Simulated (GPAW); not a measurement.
Two runs for the N K edge of atom 2 in TaN (Fm-3m). Run A: GPAW, PBE, excited-electron core hole (neutral cell), 16-atom cell with 6.2 Å between holes, 6×6×6 k points, dipole transitions, Gaussian full width 0.9 eV up to 4 eV, rising linearly to 3.5 eV at 25 eV, without spin-orbit coupling. Run B differs in one choice.

Energy from the lowest empty level; intensity scaled to a mean of 1 over the first 20 eV:

```tsv
E (eV)	A	B
-2.00	0.00	0.00
-1.25	0.00	0.00
-0.50	0.07	0.08
0.25	0.99	1.10
1.00	2.08	2.30
1.75	2.25	2.12
2.50	1.23	1.23
3.25	1.14	1.36
4.00	1.26	1.26
4.75	1.39	1.57
5.50	1.66	2.14
6.25	2.22	2.12
7.00	1.89	1.60
7.75	1.58	1.39
8.50	1.23	1.07
9.25	1.04	1.28
10.00	1.21	1.04
10.75	0.98	0.61
11.50	0.60	0.43
12.25	0.44	0.45
13.00	0.44	0.49
13.75	0.46	0.54
14.50	0.51	0.59
15.25	0.55	0.50
16.00	0.47	0.30
16.75	0.29	0.16
17.50	0.16	0.15
18.25	0.15	0.23
19.00	0.22	0.35
19.75	0.33	0.42
20.50	0.41	0.44
21.25	0.44	0.48
22.00	0.48	0.57
22.75	0.56	0.72
23.50	0.69	0.85
24.25	0.81	0.97
25.00	0.92	1.12
25.75	1.05	1.32
26.50	1.24	1.49
27.25	1.43	1.53
28.00	1.53	1.38
28.75	1.46	1.09
29.50	1.22	0.76
30.25	0.91	0.50
31.00	0.63	0.36
31.75	0.43	0.32
```

Question: What was changed?
a) the volume of the cell
b) the size of the supercell
c) the k mesh of the spectrum
d) the broadening

(a): run B changes the volume scale from 1 to 1.06. Against the first run the r.m.s. difference is 16 %. The highest intensity below 16 eV goes from 1.5 eV (2.41) to 1.3 eV (2.49). Other settings could leave a like mark; this is the one that was changed.

[Banner, clock and machine lines of the logs are left out without a mark of their own.]

[Logs are printed without paths, hosts, clocks, repeated set-up lines and the standing remarks that a program may print on its own settings, such as how far it seeks lower states.]

[Hosts, paths, dates, database ids (printed as entryN), source tags and the programs' standing remarks are cut or masked in the printed files.]

[Lists of maxima count a maximum above −3 eV only where it reaches 4 % of the highest in the window and stands out from its surroundings by 2 % of it (1.5 % where it reaches 55 %); shoulders and weaker maxima are passed over, and of the rest the first, up to two pre-edge ones and the few strongest are named.]
